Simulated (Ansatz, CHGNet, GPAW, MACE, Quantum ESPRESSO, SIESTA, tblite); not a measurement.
# Running twisted graphene monolayer on bilayer, 87.80° (78 atoms) with Quantum ESPRESSO

Wanted: Quantum ESPRESSO inputs and outputs for twisted graphene monolayer on bilayer, 87.80° (78 atoms), checked against a plane-wave reference.

Method: the method is named at each step, in Quantum ESPRESSO 7.5.

### 1. Starting point

The cell holds 78 atoms: 78 C. Cell: a = 8.870 Å, b = 8.870 Å, c = 20.690 Å, α = 90.0°, β = 90.0°, γ = 120.0°. It derives from C (graphene). Graphene (a = 2.46 Å) under graphene (a = 2.46 Å), monolayer on bilayer, commensurate cell of 13 unit cells a layer, twist 87.80 deg; facing planes 3.32, 3.37 Å apart as built; 14 Å of vacuum; minimised with a classical potential. Then every atom was moved at random, 0.03 Å r.m.s. a Cartesian component. Regions: layer 1, 26 atoms (26 C); layer 2, 26 atoms (26 C); layer 3, 26 atoms (26 C). Vacuum lies along c.

The yardstick, on the same geometry:

```
method                 : Kohn-Sham DFT, PBE, PAW, plane waves (Ansatz 0.2.0); cutoff 420 eV, Γ point, fermi-dirac smearing of 0.05 eV; PAW set soft_2
r.m.s. force component : 1.583 eV/Å
longest force          : 4.863 eV/Å
SCF cycles             : 9
time                   : 19 s on 4 threads of Arm Neoverse V1, shared host
CPU time               : 62 s
```

### 2. PBE, sssp-1.3.0-efficiency, 45/360 Ry

Method: Kohn-Sham DFT, PBE, SSSP efficiency 1.3.0 pseudopotentials, plane waves.

File pw.in:

```
&control
  calculation = 'scf'
  pseudo_dir = './pseudo'
  outdir = './tmp'
  disk_io = 'none'
  tprnfor = .true.
/
&system
  ibrav = 0
  nat = 78
  ntyp = 1
  ecutwfc = 45
  ecutrho = 360
  nosym = .true.
  occupations = 'smearing'
  smearing = 'fd'
  degauss = 0.003675
/
&electrons
  conv_thr = 3.9e-07
  electron_maxstep = 100
  mixing_beta = 0.2
  mixing_mode = 'local-TF'
  diagonalization = 'david'
/
ATOMIC_SPECIES
C 12.011 C.upf
CELL_PARAMETERS angstrom
8.86970 0.00000 0.00000
-4.43485 7.68139 0.00000
0.00000 0.00000 20.69000
ATOMIC_POSITIONS crystal
C 0.12194 0.17526 0.33574
C 0.17271 0.04549 0.33617
C 0.20261 0.48551 0.33599
C 0.25636 0.36198 0.33468
C 0.28393 0.79126 0.33568
C 0.33810 0.67006 0.33699
C 0.35770 0.10448 0.33648
C 0.40646 0.97108 0.33582
C 0.43213 0.41120 0.33689
C 0.48856 0.28340 0.33621
C 0.51137 0.71380 0.33608
C 0.56664 0.58665 0.33685
C 0.59143 0.02705 0.33525
C 0.64788 0.90204 0.33531
C 0.66418 0.32885 0.33681
C 0.71933 0.20611 0.33626
C 0.74001 0.63702 0.33559
C 0.79739 0.51365 0.33389
C 0.82131 0.95163 0.33610
C 0.87112 0.82587 0.33547
C 0.89971 0.25849 0.33759
C 0.94390 0.12731 0.33595
C 0.97564 0.56235 0.33690
C 0.03086 0.44541 0.33796
C 0.05330 0.86930 0.33591
C 0.10005 0.74424 0.33633
C 0.25498 0.35897 0.50094
C 0.30485 0.22919 0.50100
C 0.33021 0.66145 0.49757
C 0.38156 0.53608 0.49945
C 0.41018 0.97407 0.49952
C 0.45938 0.85072 0.50074
C 0.49065 0.27970 0.50000
C 0.53843 0.15181 0.49841
C 0.56182 0.58529 0.49999
C 0.61879 0.46752 0.49647
C 0.63697 0.89470 0.49922
C 0.69341 0.76869 0.50028
C 0.71669 0.21012 0.50029
C 0.76950 0.07834 0.49532
C 0.79107 0.51077 0.50072
C 0.84693 0.38260 0.49721
C 0.87417 0.82060 0.50104
C 0.92553 0.69387 0.49901
C 0.94634 0.12378 0.50008
C 0.00677 0.00048 0.50049
C 0.02368 0.43008 0.49850
C 0.07771 0.30974 0.49989
C 0.10075 0.74171 0.50117
C 0.15061 0.60348 0.49776
C 0.18104 0.04952 0.50285
C 0.22678 0.91994 0.49907
C 0.25584 0.90237 0.66201
C 0.20729 0.71918 0.66346
C 0.33110 0.66756 0.66192
C 0.28294 0.48786 0.66331
[... 18 atom lines left out ...]
C 0.02239 0.58505 0.66550
C 0.98072 0.41366 0.66338
C 0.10246 0.36150 0.66247
C 0.05061 0.17531 0.66314
K_POINTS gamma
```

On the command line:

```
$ OMP_NUM_THREADS=1 mpirun -np 4 pw.x -in pw.in > output.txt
```

The program printed:

```text
Program PWSCF
     gamma-point specific algorithms are used
     one sub-group per band group will be used
     scalapack distributed-memory algorithm (size of sub-group:  2*  2 procs)
     Parallelization info
     sticks:   dense  smooth     PW     G-vecs:    dense   smooth      PW
     Min        1739     865    214               274395    96870   12070
     Max        1742     866    216               274414    96878   12088
     Sum        6961    3463    859              1097601   387493   48313
     bravais-lattice index     =            0
     lattice parameter (alat)  =      16.7613  a.u.
     unit-cell volume          =    9512.7446 (a.u.)^3
     number of atoms/cell      =           78
     number of atomic types    =            1
     number of electrons       =       312.00
     number of Kohn-Sham states=          187
     kinetic-energy cutoff     =      45.0000  Ry
     charge density cutoff     =     360.0000  Ry
     scf convergence threshold =      3.9E-07
     mixing beta               =       0.2000
     number of iterations used =            8  local-TF  mixing
     Exchange-correlation= SLA  PW   PBX  PBC
                           (   1   4   3   4   0   0   0)
     crystal axes: (cart. coord. in units of alat)
               a(1) = (   1.000000   0.000000   0.000000 )
               a(2) = (  -0.500000   0.866026   0.000000 )
               a(3) = (   0.000000   0.000000   2.332661 )
     reciprocal axes: (cart. coord. in units 2 pi/alat)
               b(1) = (  1.000000  0.577350 -0.000000 )
               b(2) = (  0.000000  1.154700  0.000000 )
               b(3) = (  0.000000 -0.000000  0.428695 )
     PseudoPot. # 1 for C :
     Pseudo is Projector augmented-wave + core cor, Zval =  4.0
     atomic species   valence    mass     pseudopotential
     C                 4.00    12.01100     C ( 1.00)
     No symmetry found
   Cartesian axes
     number of k points=     1  Fermi-Dirac smearing, width (Ry)=  0.0037
                       cart. coord. in units 2pi/alat
        k(    1) = (   0.0000000   0.0000000   0.0000000), wk =   2.0000000
     Dense  grid:   548801 G-vectors     FFT dimensions: ( 108, 108, 240)
     Smooth grid:   193747 G-vectors     FFT dimensions: (  72,  72, 180)
     Check: negative core charge=   -0.000007
     Initial potential from superposition of free atoms
     starting charge     311.9968, renormalised to     312.0000
     negative rho (up, down):  1.530E-03 0.000E+00
     Starting wfcs are  312 randomized atomic wfcs
     Self-consistent Calculation
     iteration #  1     ecut=    45.00 Ry     beta= 0.20
     negative rho (up, down):  2.009E-05 0.000E+00
     total energy              =   -1440.63161306 Ry
     estimated scf accuracy    <       7.43722291 Ry
     iteration #  2     ecut=    45.00 Ry     beta= 0.20
     negative rho (up, down):  1.292E-07 0.000E+00
     total energy              =   -1437.06854993 Ry
     estimated scf accuracy    <       5.85697109 Ry
     iteration #  3     ecut=    45.00 Ry     beta= 0.20
     total energy              =   -1438.09905518 Ry
     estimated scf accuracy    <       0.58631558 Ry
     iteration #  4     ecut=    45.00 Ry     beta= 0.20
     total energy              =   -1438.10664073 Ry
     estimated scf accuracy    <       0.32058456 Ry
     iteration #  5     ecut=    45.00 Ry     beta= 0.20
     total energy              =   -1438.11777838 Ry
     estimated scf accuracy    <       0.11164212 Ry
     iteration #  6     ecut=    45.00 Ry     beta= 0.20
     total energy              =   -1438.07885578 Ry
     estimated scf accuracy    <       0.09097073 Ry
[...]
negative rho (up, down):  6.501E-08 0.000E+00
[...]
negative rho (up, down):  4.834E-02 0.000E+00
[...]
negative rho (up, down):  1.051E-01 0.000E+00
[...]
total energy              =   -1438.07158347 Ry
[...]
iteration # 25     ecut=    45.00 Ry     beta= 0.20
[...]
total energy              =   -1438.07158365 Ry
     estimated scf accuracy    <       0.00000063 Ry
     iteration # 26     ecut=    45.00 Ry     beta= 0.20
     negative rho (up, down):  3.165E-03 0.000E+00
     total energy              =   -1438.07158372 Ry
     estimated scf accuracy    <       0.00000046 Ry
     iteration # 27     ecut=    45.00 Ry     beta= 0.20
     negative rho (up, down):  3.273E-03 0.000E+00
     End of self-consistent calculation
          k = 0.0000 0.0000 0.0000 ( 24157 PWs)   bands (ev):
   -18.4244 -18.3178 -18.2236 -16.8691 -16.7878 -16.7305 -16.7216 -16.6869
   -16.6230 -16.5789 -16.5629 -16.5126 -16.4904 -16.4455 -16.4222 -16.3670
   -16.3420 -16.2985 -16.2702 -16.2564 -16.1790 -13.3901 -13.3766 -13.3418
   -13.3315 -13.3095 -13.2730 -13.1986 -13.1659 -13.1531 -13.0729 -13.0552
   -12.9936 -12.9808 -12.9657 -12.9325 -12.8921 -12.8730 -12.8194 -11.4302
   -11.3918 -11.3848 -11.3376 -11.3273 -11.2716 -11.2315 -11.1975 -11.1502
[...]
2.7861   2.8490   2.9246   2.9765   3.0187   3.1075   3.1800   3.2119
     3.2461   3.3336   3.3540   3.4448   3.4839   3.5033   4.5467   4.8525
     5.5556   6.8940   6.9540   6.9723   6.9993   7.0010   7.0146   7.0269
     7.1537   7.2033   7.2524
     the Fermi energy is     1.0832 ev
!    total energy              =   -1438.07158334 Ry
     total all-electron energy =     -5943.671214 Ry
     estimated scf accuracy    <       0.00000037 Ry
     smearing contrib. (-TS)   =      -0.00000000 Ry
     internal energy E=F+TS    =   -1438.07158334 Ry
     The total energy is F=E-TS. E is the sum of the following terms:
     one-electron contribution =   -9507.30913836 Ry
     hartree contribution      =    4851.62438957 Ry
     xc contribution           =    -362.39076567 Ry
     ewald contribution        =    4061.06375216 Ry
     one-center paw contrib.   =    -481.05982105 Ry
     convergence has been achieved in  27 iterations
     negative rho (up, down):  3.273E-03 0.000E+00
     Forces acting on atoms (cartesian axes, Ry/au):
     atom    1 type  1   force =     0.03720236    0.04993411   -0.00657507
     atom    2 type  1   force =     0.05580224    0.10666959   -0.00212224
     atom    3 type  1   force =     0.05124589    0.09860833    0.00658942
     atom    4 type  1   force =    -0.03316261   -0.10332673    0.01385369
     atom    5 type  1   force =    -0.09629968    0.06591642    0.00793465
     atom    6 type  1   force =    -0.01501038   -0.10744216   -0.01406689
[...]
atom   76 type  1   force =    -0.09129172   -0.09160027   -0.01564537
     atom   77 type  1   force =     0.12230058   -0.05948981    0.01407084
     atom   78 type  1   force =    -0.06906370    0.05401206   -0.01245640
     Total force =     0.943668     Total SCF correction =     0.001496
     Message from routine punch:
     Nothing written, as per user request (disk_io='none')
```

The job ended after 2.7 min (4 MPI ranks of Arm Neoverse V1, shared host; peak memory 3.1 GiB).

Banners, paths, timers and routine set-up lines are dropped from the logs unmarked, and long logs keep their key lines alone; longer cuts are marked.

Compared with the plane-wave run:

```
r.m.s. force component                  : 1.586 eV/Å
r.m.s. difference of force components   : 3.613 meV/Å
longest difference of force vectors     : 11.37 meV/Å
force difference over r.m.s. force      : 0.2282 %
slope of forces against the reference's : 1.002
correlation of force components         : 1
```

The surroundings of C69, picked at random, nearest first, numbered as they follow in the input and with coordinates relative to it.

| atom | x | y | z | distance (Å) | bonds | Fx | Fy | Fz (eV/Å) |
| --- | --- | --- | --- | --- | --- | --- | --- | --- |
| C69 | 0.00 | 0.00 | 0.00 | 0.00 | 3 | 0.25 | -0.61 | 0.80 |
| C72 | 1.04 | 0.97 | 0.02 | 1.42 | 3 | 0.09 | 0.91 | 0.59 |
| C70 | 0.35 | -1.37 | 0.11 | 1.42 | 3 | 1.29 | -1.80 | -1.28 |
| C64 | -1.38 | 0.33 | 0.06 | 1.42 | 3 | 1.39 | 1.79 | 0.22 |
| C63 | -1.71 | 1.71 | 0.13 | 2.42 | 3 | 0.95 | 2.13 | -0.13 |
| C61 | -2.37 | -0.62 | 0.09 | 2.45 | 3 | -1.63 | 0.13 | -0.08 |
| C75 | 2.40 | 0.54 | 0.13 | 2.46 | 3 | 0.54 | 3.08 | -0.80 |
| C67 | -0.68 | -2.39 | 0.10 | 2.49 | 3 | -0.31 | 1.49 | 0.10 |
| C71 | 0.74 | 2.39 | 0.05 | 2.50 | 3 | -1.66 | -1.80 | -0.07 |
| C73 | 1.78 | -1.80 | -0.01 | 2.53 | 3 | -2.22 | 0.96 | 1.72 |

Forces lie 0.23 % from the reference's, at 10 times its CPU time.

### 3. Summary of results

| Item | Value |
| --- | --- |
| force difference from the reference | QE PBE, sssp-1.3.0-efficiency, 45/360 Ry, 0.23 % |
| its CPU time | 11 min |

What this shows: PBE on plane waves or a grid with other potentials, cutoffs or grids differs from the reference by 0.23 % (QE PBE, sssp-1.3.0-efficiency, 45/360 Ry) of the r.m.s. force; this holds the reference's own error, so differences of a few per cent don't tell which side is nearer the exact PBE result (QE's 45 Ry are 612 eV, against the reference's 420 eV). The reference's PBE has no dispersion term, which matters for the binding between molecules or layers. One k-point is far too coarse for the carbon or group-IV sheet, and it can put spurious forces of up to about 1 eV/Å on the sheet's atoms. The electronic-structure runs sample only Γ, in a cell whose shortest periodic width is 8 Å.

[Also dropped from logs without a mark: logging warnings of Python, and SIESTA's first energy breakdown and zero terms.]

[Logs are printed without paths, hosts, clocks, repeated set-up lines and the standing remarks that a program may print on its own settings, such as how far it seeks lower states.]

[Hosts, paths, dates, database ids (printed as entryN), source tags and the programs' standing remarks are cut or masked in the printed files.]
